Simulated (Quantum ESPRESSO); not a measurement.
# How PbS (Galena) absorbs and reflects light

Aim: the dielectric function of PbS (Galena), and the optical constants that follow from it. The cell comes from an older database entry, whose edges can differ from later determinations, mostly by under a per cent.

Calculated with Quantum ESPRESSO 7.5; DFT, PBE, plane waves with norm-conserving potentials (PseudoDojo), scalar-relativistic, independent-particle optical response without local fields and without the non-local commutator.

The database entry behind the starting cell differs from later determinations by our own check (about 0.1 % short), so it need not match the best structure at ambient conditions.

## Step 1: The structure

It takes space group Fm-3m (No. 225, cubic). Conventional cell: a = 5.931 Å, b = 5.931 Å, c = 5.931 Å, α = 90.00°, β = 90.00°, γ = 90.00°. Pb has 6 S at 2.97 Å nearest. S has 6 Pb at 2.97 Å nearest. Farther neighbours and most contacts between anions are not listed.

## Step 2: Ground state

First the ground state: is it a metal or has it a gap?

This step: DFT, PBE, plane waves with norm-conserving potentials (PseudoDojo), scalar-relativistic, ground state (Quantum ESPRESSO 7.5).

Input file scf.in:

```
&control
  calculation = 'scf'
  prefix = 'x'
  outdir = './tmp'
  pseudo_dir = './'
  verbosity = 'high'
/
&system
  ibrav = 0
  nat = 2
  ntyp = 2
  ecutwfc = 70
  occupations = 'smearing'
  smearing = 'fd'
  degauss = 0.003675
  nbnd = 14
/
&electrons
  conv_thr = 1e-09
  electron_maxstep = 100
/
ATOMIC_SPECIES
  Pb 1.0 Pb.upf
  S 1.0 S.upf
CELL_PARAMETERS angstrom
  0.000000000000 2.965750000000 2.965750000000
  2.965750000000 0.000000000000 2.965750000000
  2.965750000000 2.965750000000 0.000000000000
ATOMIC_POSITIONS crystal
  Pb 0.000000000000 0.000000000000 0.000000000000
  S 0.500000000000 0.500000000000 0.500000000000
K_POINTS automatic
  7 7 7 0 0 0
```

The run is started by

```
$ mpirun -n 4 pw.x -nk 4 -in scf.in
```

Log:

```text
for quantum simulation of materials; please cite

     using ibrav=0 with symmetry is DISCOURAGED, use correct ibrav instead

     G-vector sticks info
     --------------------
     sticks:   dense  smooth     PW     G-vecs:    dense   smooth      PW
     Sum        1213    1213    361                27941    27941    4477

     Using Slab Decomposition

     bravais-lattice index     =            0
     lattice parameter (alat)  =       7.9259  a.u.
     unit-cell volume          =     352.0710 (a.u.)^3
     number of atoms/cell      =            2
     number of atomic types    =            2
     number of electrons       =        20.00
     number of Kohn-Sham states=           14
     kinetic-energy cutoff     =      70.0000  Ry
     charge density cutoff     =     280.0000  Ry
     scf convergence threshold =      1.0E-09
     mixing beta               =       0.7000
     number of iterations used =            8  plain     mixing
     Exchange-correlation= PBE
                           (   1   4   3   4   0   0   0)

     celldm(1)=   7.925897  celldm(2)=   0.000000  celldm(3)=   0.000000
     celldm(4)=   0.000000  celldm(5)=   0.000000  celldm(6)=   0.000000

     crystal axes: (cart. coord. in units of alat)
               a(1) = (   0.000000   0.707107   0.707107 )
               a(2) = (   0.707107   0.000000   0.707107 )
               a(3) = (   0.707107   0.707107   0.000000 )

     reciprocal axes: (cart. coord. in units 2 pi/alat)
               b(1) = ( -0.707107  0.707107  0.707107 )
               b(2) = (  0.707107 -0.707107  0.707107 )
               b(3) = (  0.707107  0.707107 -0.707107 )

     ./Pb.upf
     Pseudo is Norm-conserving + core correction, Zval = 14.0
     Generated using ONCVPSP code by D. R. Hamann
     Using radial grid of 1678 points,  6 beta functions with:
                l(1) =   0
                l(2) =   0
                l(3) =   1
                l(4) =   1
                l(5) =   2
                l(6) =   2

     ./S.upf
     Pseudo is Norm-conserving + core correction, Zval =  6.0
     Generated using ONCVPSP code by D. R. Hamann
     Using radial grid of 1146 points,  6 beta functions with:
                l(1) =   0
                l(2) =   0
                l(3) =   1
                l(4) =   1
                l(5) =   2
                l(6) =   2

     atomic species   valence    mass     pseudopotential
     Pb               14.00     1.00000     Pb( 1.00)
     S                 6.00     1.00000     S ( 1.00)

     48 Sym. Ops., with inversion, found

                                    s                        frac. trans.

     [... symmetry matrices left out ...]
   Cartesian axes

     site n.     atom                  positions (alat units)
         1        Pb     tau(   1) = (   0.0000000   0.0000000   0.0000000  )
         2        S      tau(   2) = (   0.7071068   0.7071068   0.7071068  )

   Crystallographic axes

     site n.     atom                  positions (cryst. coord.)
         1        Pb     tau(   1) = (  0.0000000  0.0000000  0.0000000  )
         2        S      tau(   2) = (  0.5000000  0.5000000  0.5000000  )

     number of k points=    20  Fermi-Dirac smearing, width (Ry)=  0.0037
                       cart. coord. in units 2pi/alat
        k(    1) = (   0.0000000   0.0000000   0.0000000), wk =   0.0058309
        k(    2) = (   0.1010153   0.1010153  -0.1010153), wk =   0.0466472
        k(    3) = (   0.2020305   0.2020305  -0.2020305), wk =   0.0466472
        k(    4) = (   0.3030458   0.3030458  -0.3030458), wk =   0.0466472
        k(    5) = (   0.2020305  -0.0000000   0.0000000), wk =   0.0349854
        k(    6) = (   0.3030458   0.1010153  -0.1010153), wk =   0.1399417
        k(    7) = (   0.4040610   0.2020305  -0.2020305), wk =   0.1399417
        k(    8) = (  -0.2020305  -0.4040610   0.4040610), wk =   0.1399417
        k(    9) = (  -0.1010153  -0.3030458   0.3030458), wk =   0.1399417
        k(   10) = (  -0.0000000  -0.2020305   0.2020305), wk =   0.0699708
        k(   11) = (   0.4040610  -0.0000000   0.0000000), wk =   0.0349854
        k(   12) = (   0.5050763   0.1010153  -0.1010153), wk =   0.1399417
        k(   13) = (  -0.1010153  -0.5050763   0.5050763), wk =   0.1399417
        k(   14) = (   0.0000000  -0.4040610   0.4040610), wk =   0.0699708
        k(   15) = (   0.6060915  -0.0000000   0.0000000), wk =   0.0349854
        k(   16) = (  -0.0000000  -0.6060915   0.6060915), wk =   0.0699708
[...]
cryst. coord.
[...]
k(   13) = (  -0.0000000   0.2857143  -0.4285714), wk =   0.1399417
        k(   14) = (  -0.0000000   0.2857143  -0.2857143), wk =   0.0699708
        k(   15) = (   0.0000000   0.4285714   0.4285714), wk =   0.0349854
        k(   16) = (   0.0000000   0.4285714  -0.4285714), wk =   0.0699708
        k(   17) = (   0.1428571   0.2857143   0.4285714), wk =   0.1399417
        k(   18) = (   0.1428571   0.2857143  -0.4285714), wk =   0.2798834
        k(   19) = (   0.1428571   0.4285714  -0.4285714), wk =   0.1399417
        k(   20) = (   0.1428571   0.4285714  -0.2857143), wk =   0.1399417

     Dense  grid:    27941 G-vectors     FFT dimensions: (  45,  45,  45)

     Initial potential from superposition of free atoms

     starting charge      19.9978, renormalised to      20.0000
     Starting wfcs are   13 randomized atomic wfcs +    1 random wfcs

     Self-consistent Calculation

     iteration #  1     ecut=    70.00 Ry     beta= 0.70
     Davidson diagonalization with overlap

            54 MiB given to the printing process from OS
            25 MiB allocation reported by mallinfo(arena+hblkhd)
------------------
     ethr =  1.00E-02,  avg # of iterations =  3.9

     Threshold (ethr) on eigenvalues was too large:
     Diagonalizing with lowered threshold

     Davidson diagonalization with overlap

            57 MiB given to the printing process from OS
            27 MiB allocation reported by mallinfo(arena+hblkhd)
------------------
     ethr =  6.48E-04,  avg # of iterations =  1.5

     total energy              =    -162.86519400 Ry
     estimated scf accuracy    <       0.12590170 Ry

     iteration #  2     ecut=    70.00 Ry     beta= 0.70
     Davidson diagonalization with overlap

            67 MiB given to the printing process from OS
            32 MiB allocation reported by mallinfo(arena+hblkhd)
------------------
     ethr =  6.30E-04,  avg # of iterations =  2.0

     total energy              =    -162.89715268 Ry
     estimated scf accuracy    <       0.10025813 Ry

     iteration #  3     ecut=    70.00 Ry     beta= 0.70
     Davidson diagonalization with overlap

            68 MiB given to the printing process from OS
            33 MiB allocation reported by mallinfo(arena+hblkhd)
------------------
     ethr =  5.01E-04,  avg # of iterations =  1.9

     total energy              =    -162.91783715 Ry
     estimated scf accuracy    <       0.00058141 Ry

     iteration #  4     ecut=    70.00 Ry     beta= 0.70
     Davidson diagonalization with overlap

            68 MiB given to the printing process from OS
            34 MiB allocation reported by mallinfo(arena+hblkhd)
------------------
     ethr =  2.91E-06,  avg # of iterations =  5.5

     total energy              =    -162.91800940 Ry
     estimated scf accuracy    <       0.00003040 Ry

     iteration #  5     ecut=    70.00 Ry     beta= 0.70
     Davidson diagonalization with overlap

            69 MiB given to the printing process from OS
            35 MiB allocation reported by mallinfo(arena+hblkhd)
------------------
     ethr =  1.52E-07,  avg # of iterations =  2.5

     total energy              =    -162.91800832 Ry
     estimated scf accuracy    <       0.00000865 Ry

     iteration #  6     ecut=    70.00 Ry     beta= 0.70
     Davidson diagonalization with overlap

            70 MiB given to the printing process from OS
            36 MiB allocation reported by mallinfo(arena+hblkhd)
------------------
     ethr =  4.32E-08,  avg # of iterations =  2.0

     total energy              =    -162.91801088 Ry
     estimated scf accuracy    <       0.00000076 Ry

     iteration #  7     ecut=    70.00 Ry     beta= 0.70
     Davidson diagonalization with overlap

            71 MiB given to the printing process from OS
            37 MiB allocation reported by mallinfo(arena+hblkhd)
------------------
     ethr =  3.81E-09,  avg # of iterations =  1.9

     total energy              =    -162.91801004 Ry
     estimated scf accuracy    <       0.00000164 Ry

     iteration #  8     ecut=    70.00 Ry     beta= 0.70
     Davidson diagonalization with overlap

            72 MiB given to the printing process from OS
            37 MiB allocation reported by mallinfo(arena+hblkhd)
------------------
     ethr =  3.81E-09,  avg # of iterations =  2.0

     total energy              =    -162.91801029 Ry
     estimated scf accuracy    <       0.00000004 Ry

     iteration #  9     ecut=    70.00 Ry     beta= 0.70
     Davidson diagonalization with overlap

            73 MiB given to the printing process from OS
            38 MiB allocation reported by mallinfo(arena+hblkhd)
------------------
     ethr =  2.06E-10,  avg # of iterations =  2.5

     total energy              =    -162.91801030 Ry
     estimated scf accuracy    <          2.1E-09 Ry

     iteration # 10     ecut=    70.00 Ry     beta= 0.70
     Davidson diagonalization with overlap

            74 MiB given to the printing process from OS
            39 MiB allocation reported by mallinfo(arena+hblkhd)
------------------
     ethr =  1.05E-11,  avg # of iterations =  3.5

     End of self-consistent calculation

          k = 0.0000 0.0000 0.0000 (  3479 PWs)   bands (ev):

    -8.1008  -8.1008  -8.1008  -8.0827  -8.0827  -4.8900   2.6658   6.5435
     6.5435   6.5435  13.9169  13.9169  13.9169  15.4174

     occupation numbers
     1.0000   1.0000   1.0000   1.0000   1.0000   1.0000   1.0000   1.0000
     1.0000   1.0000   0.0000   0.0000   0.0000   0.0000

          k = 0.1010 0.1010-0.1010 (  3494 PWs)   bands (ev):

    -8.0999  -8.0975  -8.0975  -8.0832  -8.0832  -4.7171   2.0930   6.5966
     6.5966   6.9668  12.4498  12.9553  12.9553  15.3934

     occupation numbers
     1.0000   1.0000   1.0000   1.0000   1.0000   1.0000   1.0000   1.0000
     1.0000   1.0000   0.0000   0.0000   0.0000   0.0000

          k = 0.2020 0.2020-0.2020 (  3482 PWs)   bands (ev):

    -8.1060  -8.1060  -8.0984  -8.0684  -8.0684  -4.2520   0.9496   6.7431
     6.7431   7.7272  10.6666  11.6149  11.6149  15.7690

     occupation numbers
     1.0000   1.0000   1.0000   1.0000   1.0000   1.0000   1.0000   1.0000
     1.0000   1.0000   0.0000   0.0000   0.0000   0.0000

          k = 0.3030 0.3030-0.3030 (  3486 PWs)   bands (ev):

    -8.1157  -8.1157  -8.0977  -8.0535  -8.0535  -3.7423   0.0086   6.8999
     6.8999   8.4463   9.4046  10.7814  10.7814  16.9582

     occupation numbers
     1.0000   1.0000   1.0000   1.0000   1.0000   1.0000   1.0000   1.0000
     1.0000   0.9999   0.0001   0.0000   0.0000   0.0000

     [... further k points left out ...]

     the Fermi energy is     8.9261 ev

!    total energy              =    -162.91801030 Ry
     estimated scf accuracy    <          2.0E-10 Ry
     smearing contrib. (-TS)   =      -0.00000025 Ry
     internal energy E=F+TS    =    -162.91801004 Ry

     The total energy is F=E-TS. E is the sum of the following terms:
     one-electron contribution =     -35.82464228 Ry
     hartree contribution      =      30.47894167 Ry
     xc contribution           =     -46.34266540 Ry
     ewald contribution        =    -111.22964404 Ry

     convergence has been achieved in  10 iterations

     XML data file, charge density, pseudopotentials, collected wavefunctions

                                        0.00s GPU  (     202 calls)

=------------------------------------------------------------------------------=
   JOB DONE.
=------------------------------------------------------------------------------=
```

Wall time 11 s (4 MPI ranks of Arm Neoverse N1, shared host); peak memory 0.07 GiB.

Read-outs, printed or worked out from the files:

| Item | Value |
| --- | --- |
| total energy | -162.9 Ry |
| gap on the k-mesh | 0.9583 eV |
| direct gap on the mesh | 0.9583 eV |

There is a gap, 0.96 eV on this mesh (points off the mesh can give less), so no carriers' term is needed.

(Continued in part 2 of 3.)

[Machine, clock, banner and «Message from routine» lines are left out of the logs.]

[Logs are printed without paths, hosts, clocks, repeated set-up lines and the standing remarks that a program may print on its own settings, such as how far it seeks lower states.]

[Hosts, paths, dates, database ids (printed as entryN), source tags and the programs' standing remarks are cut or masked in the printed files.]
